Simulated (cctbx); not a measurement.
# What is wrong with this refinement?

Cell a = 4.2060 Å, b = 4.2060 Å, c = 8.5210 Å, α = 90.00°, β = 90.00°, γ = 90.00°; space group P4/nmm (no. 129, origin choice 1).

The data are simulated with cctbx, not measured: Cu Kα, λ = 1.54184 Å, to d = 0.83 Å, 80 % of the full sphere, strongest reflection 5000 counts, noise from counting, a 1.5 % proportional error and a noise floor of 4 counts (s.d.); no absorption.

An isotropic refinement with weights 1/σ² prints:

```text
Rint 0.031, 107 unique reflections to 0.83 A
cycle     R1     wR2    GooF  max shift (A)
   1  0.7037  0.9270  46.313   0.13819
   3  0.4749  0.7500  37.470   0.00000
final R1 0.4749 wR2 0.7500 GooF 37.470  parameters 5  data/parameter 21.4
atom        x        y        z      Ueq    occ   su(xyz)  su(Uiso or U11)
W1     0.50000  0.50000  0.00000   0.0150  1.000  0.00000  0.0088
Sm1    0.50000  0.00000  0.32128   0.2980  1.000  0.05187  0.1259
Te1    0.50000  0.00000  0.72165   0.0081  1.000  0.00420  0.0090
difference map: max 161.69 min -60.85 rms 10.43
Q1    0.0000  0.5000  0.6266    2  163.09  0.44 A from Sm1
Q2    0.0000  0.0000  0.0000    2   96.12  0.00 A from W1
Q3    0.0000  0.5000  0.2579    2   76.51  0.17 A from Te1
Q4    0.0000  0.5000  0.3971    2   36.42  1.01 A from Te1
Q5    0.0000  0.5000  0.8834    2   35.00  1.74 A from Sm1
Q6    0.0000  0.0000  0.3582    4   18.97  2.13 A from Sm1
```

**Question.** Can this result stand? If not, what is the likely fault?

Mend it. The fault: start far from the minimum. Against the right model at the same level, R1 goes from 0.0098 to 0.4749 and GooF from 0.95 to 37.47 and the top difference peak, 163.1 e/Å³, lies 0.44 Å from Sm1. Least squares finds the nearest minimum, not the best.

The compound is SmTeW. The right model at the same level gives:

```text
Rint 0.031, 107 unique reflections to 0.83 A
cycle     R1     wR2    GooF  max shift (A)
   1  0.0897  0.1905   9.516   0.00504
   2  0.0098  0.0190   0.949   0.00000
final R1 0.0098 wR2 0.0190 GooF 0.949  parameters 5  data/parameter 21.4
atom        x        y        z      Ueq    occ   su(xyz)  su(Uiso or U11)
W1     0.50000  0.50000  0.00000   0.0087  1.000  0.00000  0.0002
Sm1    0.50000  0.00000  0.26853   0.0050  1.000  0.00007  0.0002
Te1    0.50000  0.00000  0.62619   0.0068  1.000  0.00008  0.0002
difference map: max 0.87 min -0.68 rms 0.18
Q1    0.0000  0.5000  0.2550    2    0.93  1.01 A from Te1
Q2    0.0000  0.5000  0.8742    2    0.61  1.22 A from Sm1
Q3    0.0000  0.0000  0.0585    4    0.59  0.50 A from W1
Q4    0.0000  0.2474  0.1728    8    0.58  1.80 A from W1
Q5    0.1914  0.3086  0.1855    8    0.51  1.97 A from Sm1
Q6    0.0000  0.1184  0.3105    8    0.51  1.69 A from Te1
```

Isotropic U is held between 0.0001 and 1 Å² by the program, and listed peak heights are interpolated, so they can pass the grid's maximum.

The model is made up (kin elements in a known structure type, no relaxation), so it says nothing on whether the phase exists.

[Middle refinement cycles are left out of these outputs.]

[Logs are printed without paths, hosts, clocks, repeated set-up lines and the standing remarks that a program may print on its own settings, such as how far it seeks lower states.]
